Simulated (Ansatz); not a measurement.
# ZnSe (Stilleite, F-43m): the dielectric response against the k mesh, part 2 of 2

Aim: how dense a k mesh do ε∞ and the zone-centre modes of ZnSe (Stilleite, F-43m) need?

Ansatz 0.2.0; DFT LDA, scalar-relativistic, plane waves, PAW; PAW set soft_1.

So far. Step 3 (Tight relaxation): The forces vanish by symmetry and the pressure is -0.001 GPa, within the tolerances set. The cell now holds 21.57 Å³/atom. The relaxed cell has a = 5.567 Å (conventional setting).

### Step 4. Response on one mesh, 4×4×4

Phonons follow from the second derivative of the energy, found here by linear response.

The response is solved on 4×4×4 k points.

Input file input.yaml:

```yaml
crystal:
  lattice:
    - [0.0, 2.7836754286, 2.7836754286]
    - [2.7836754286, 0.0, 2.7836754286]
    - [2.7836754286, 2.7836754286, 0.0]
  atoms:
    - { symbol: Zn, position: [0.0, 0.0, 0.0] }
    - { symbol: Se, position: [0.75, 0.75, 0.75] }
kpoints:
  mp_grid: { grid: [4, 4, 4] }
hamiltonian:
  xc: lda
  pseudopotentials: { kind: paw, azcp: { folder: soft_1 }, xc_functional: pbe }
scf:
  occupations: { method: fixed }
output:
  eigenvalues: true
phonons:
  method: dfpt
  dielectric: true
  rigid_motions: translations
  field_mesh: kpoints
```

The run is started by

```bash
$ ansatz run input.yaml --threads 4 --pin off --max-ram 10240MiB --backend cpu --events-out ev --progress --plain --runs-dir out
```

Standard output:

```text
[...]
Crystal: 2 atoms, lattice volume = 43.141 Å³
Basis set: ecut = 420 eV, 869 PW (Γ), exchange–correlation on 54×54×54 points (8 copies of the dense FFT grid, shifted against one another)
Bands: 18, of which v1, the nominal top of the filled ones, is band 14 counted from 1 (13 counted from 0)
Symmetry: 24 space group operations
k-points: 18 of 64 (irreducible under 4 space group operations, time reversal used)
[...]
SCF iter   1: F=—  HF=-8631.119811 eV  |F-HF|=—  |Δ(HF+E_count)|=         —  Δρ=5.99e-2  dr2=9.68e-1  ethr=3.10e-3  ⟨swp⟩=4.3  Hψ=1565  notcnv=0  defer=23
[...]
SCF iter  10: F=-8630.780799 eV  HF=-8630.780799 eV  |F-HF|=3.64e-12  |Δ(HF+E_count)|=  3.09e-11  Δρ=4.84e-8  dr2=5.03e-13  ethr=1.00e-12  ⟨swp⟩=6.0  Hψ=1531  notcnv=0
SCF 1 converged in 10 iterations: F = -8630.780799 eV  dr2 = 5.03e-13
[...]
NSCF: frozen V_eff on 1 k-points
DFPT response loops at Γ: preconditioner auto → none (the input reference at scf.mixing.eps_inf says where Resta's filter doesn't serve); β = 0.50; Broyden in place of MSR1
WARN: field response: the 4×4×4 k-mesh looks too coarse for the field response at k = (0.0000, 0.0000, 0.0000), direct gap 1.227 eV: take ε∞, Z* and everything formed from them as unconverged in the mesh. The response there varies over an interband length of 1.76 Å as this mesh's differences read it, which a coarse mesh reads short; the mesh's real-space period, 15.7 Å, is under 14 times that, 24.6 Å: field_mesh: auto, beside no phonons.dynamical_quadrupoles, solves it inside a basis that this mesh spans and, under method: fd, where it gets none, on a denser mesh; else type a denser kpoints.mp_grid, and compare
SCF converged after 10 iterations
Free energy (F): -8630.780799 eV
[...]
Internal energy: -8630.780799 eV  (E = F + TS)
E sigma→0 (E₀):  -8630.780799 eV
Fermi energy:    6.991411 eV
[...]
--- Band table (eV; the first three rows and the last of 18) ---
  k-point 0: bands = [... 10 lower, 0.4985, 6.9914, 6.9914, 6.9914, 8.2185, 12.6605, 12.6605, 12.6605]
  k-point 1: bands = [... 10 lower, 0.4983, 3.7224, 6.4606, 6.4606, 9.6620, 13.3319, 13.3319, 13.5300]
  k-point 2: bands = [... 10 lower, 0.6782, 1.3302, 6.0323, 6.0323, 9.4144, 13.2540, 13.2540, 15.4433]
  k-point 17: bands = [... 10 lower, 0.8469, 1.9565, 3.9545, 4.0220, 12.3192, 12.6638, 13.8926, 14.5308]
--- Phonons (Γ-DFPT): 2 representative perturbations + reference, on 18 of 64 k-points (Σ response iterations 7) ---
  k mesh reduced under 4 symmetry operations, with k and −k counted as one. Each operation leaves every solved perturbation unchanged. A smaller set is not considered because the run solves the response to a homogeneous field
  ASR residual: 3.570e-5 → 0.000e0 eV/Å²; symmetrization residual: 6.786e-6 eV/Å²
  ASR residual per site (eV/Å²): 9.87e-6 3.57e-5
  Γ frequencies (cm⁻¹): 0.00 0.00 0.00 217.76 217.76 217.76
  ε∞ (high-frequency dielectric tensor):
        6.549736    -0.000000     0.000000
       -0.000000     6.549736     0.000000
        0.000000     0.000000     6.549736
  ε⁰ (static dielectric tensor: ions relaxed, cell fixed):
        9.192272    -0.000000     0.000000
       -0.000000     9.192272    -0.000000
        0.000000    -0.000000     9.192272
  ε⁰ − ε∞ (ionic part):
        2.642536    -0.000000     0.000000
       -0.000000     2.642536    -0.000000
        0.000000    -0.000000     2.642536
  softest optical mode at Γ: 217.76 cm⁻¹; the repairs (sum rule, projections) moved no ω² at Γ by more than (0.54 cm⁻¹)²
  Born effective charges Z* (e; rows j = field, columns β = displacement):
    site 0:
         1.98228   -0.00000    0.00000
        -0.00000    1.98228   -0.00000
        -0.00000   -0.00000    1.98228
    site 1:
        -1.98228    0.00000   -0.00000
         0.00000   -1.98228    0.00000
         0.00000    0.00000   -1.98228
  Z* charge neutrality: 3.109e-5 e pre-enforcement
  k-mesh period / interband length: 15.7 Å / 1.76 Å = 8.96 at k = (0.0000, 0.0000, 0.0000), direct gap 1.227 eV — UNDER 14: by this measure the k-mesh is too coarse for the response
  optical modes at Γ without the LO–TO term, one row a degenerate level:
      ω (cm⁻¹)  modes    IR ((D/Å)²/amu)
        217.76      3             7.6037
  optical modes at Γ + LO–TO along q̂ = [1.0000, 0.0000, 0.0000]:
      ω (cm⁻¹)  modes    IR ((D/Å)²/amu)
        217.76      2             5.0691
        257.97      1             2.5346
  optical modes at Γ + LO–TO along q̂ = [0.0000, 1.0000, 0.0000]:
      ω (cm⁻¹)  modes    IR ((D/Å)²/amu)
        217.76      2             5.0691
        257.97      1             2.5346
  optical modes at Γ + LO–TO along q̂ = [0.0000, 0.0000, 1.0000]:
      ω (cm⁻¹)  modes    IR ((D/Å)²/amu)
        217.76      2             5.0691
        257.97      1             2.5346
```

Run time: 2.7 s. Hardware: 4 threads of AMD EPYC 7B13 (Zen 3), shared host; peak memory 0.46 GiB.

A gap read on the k-mesh alone can miss the band edges.

Numbers from this step:

```yaml
gap_on_the_k_mesh: 1.227 eV
sum_rule_residual_before_enforcement: 3.57e-5 eV/Å²
miss_of_the_charge_sum_rule: 3.11e-5 e
point_group: -43m
highest_optical_mode_at_the_zone_centre_no_lo_to_term: 217.8 cm⁻¹
lowest_optical_zone_centre_mode: 217.8 cm⁻¹
mean_high_frequency_dielectric_constant: 6.550
largest_born_charge_third_of_the_trace: 1.982 e
mean_static_dielectric_constant: 9.192
top_of_the_zone_centre_spectrum_with_the_field: 258.0 cm⁻¹
```

The optical mode without the LO-TO term lies at 217.8 cm⁻¹.

### Step 5. Response on one mesh, 20×20×20

The response is solved on 20×20×20 k points.

input.yaml, as its differences from that of step 4:

```diff
@@ -9,3 +9,3 @@
 kpoints:
-  mp_grid: { grid: [4, 4, 4] }
+  mp_grid: { grid: [20, 20, 20] }
 hamiltonian:
```

Standard output:

```text
[...]
Crystal: 2 atoms, lattice volume = 43.141 Å³
Basis set: ecut = 420 eV, 869 PW (Γ), exchange–correlation on 54×54×54 points (8 copies of the dense FFT grid, shifted against one another)
Bands: 18, of which v1, the nominal top of the filled ones, is band 14 counted from 1 (13 counted from 0)
Symmetry: 24 space group operations
k-points: 1166 of 8000 (irreducible under 4 space group operations, time reversal used)
[...]
optical modes at Γ + LO–TO along q̂ = [1.0000, 0.0000, 0.0000]:
      ω (cm⁻¹)  modes    IR ((D/Å)²/amu)
[...]
optical modes at Γ + LO–TO along q̂ = [0.0000, 1.0000, 0.0000]:
      ω (cm⁻¹)  modes    IR ((D/Å)²/amu)
        217.80      2             4.9995
        252.80      1             2.4997
  optical modes at Γ + LO–TO along q̂ = [0.0000, 0.0000, 1.0000]:
      ω (cm⁻¹)  modes    IR ((D/Å)²/amu)
        217.80      2             4.9995
        252.80      1             2.4997
[key lines of the parts left out:]
SCF converged after 10 iterations
Free energy (F): -8630.861542 eV
Fermi energy:    6.957082 eV
```

It took 1.8 min on 4 threads; peak memory 3.5 GiB; 7 min of CPU time.

Numbers from this step:

```
gap on the k-mesh                              : 1.247 eV
sum-rule residual before enforcement           : 4.35e-5 eV/Å²
miss of the charge sum rule                    : 2.57e-5 e
mean high-frequency dielectric constant        : 7.503
largest Born charge (third of the trace)       : 1.969 e
mean static dielectric constant                : 10.11
top of the zone-centre spectrum with the field : 252.8 cm⁻¹
```

The optical mode without the LO-TO term lies at 217.8 cm⁻¹.

For the mean high-frequency dielectric constant, step 4 gave 6.55; this run, with k-mesh 20×20×20 and k divisions 20, gives 7.50 (+15 %).

### Step 6. The series together

The members are set side by side, also those not shown above.

One cell throughout; the field response is solved on the k mesh of the run itself. The response against the k mesh:

```tsv
k divisions along a1	ε∞	ε0	largest Born charge (e)	top mode with the field, q along x, y or z (cm⁻¹)	mode 4 T2 (cm⁻¹)
4	6.55	9.192	1.982	258	217.8
6	7.112	9.725	1.971	254.6	217.8
8	7.332	9.94	1.969	253.6	217.8
10	7.422	10.03	1.969	253.2	217.8
12	7.463	10.07	1.969	253	217.8
14	7.483	10.09	1.969	252.9	217.8
16	7.494	10.1	1.969	252.8	217.8
20	7.503	10.11	1.969	252.8	217.8
```

### Step 7. Summary of results

- members: 8
- optical mode (no LO-TO term), 4 k divisions: 217.8 cm⁻¹
- optical mode (no LO-TO term), 20 k divisions: 217.8 cm⁻¹

What this shows: ε∞ goes from 6.55 at 4 divisions to 7.50 at 20; from 12 divisions on it stays within 1 % of the last value. The highest mode without the field stays within 1 cm⁻¹ of its last value from 4 divisions on. The top mode with the field moves by -5.2 cm⁻¹ over the series. So the field response needs the denser mesh. These are harmonic frequencies at zero temperature: anharmonic shifts, linewidths and thermal expansion are left out. The PAW files were made for PBE and are used here under another functional, an approximation that was not tested in this session. Only the zone centre was solved, so an instability at another wavevector cannot show here.

[Long decimals in the printed logs are rounded to 6 places.]

[Logs are printed without paths, hosts, clocks, repeated set-up lines and the standing remarks that a program may print on its own settings, such as how far it seeks lower states.]

[Hosts, paths, dates, database ids (printed as entryN), source tags and the programs' standing remarks are cut or masked in the printed files.]
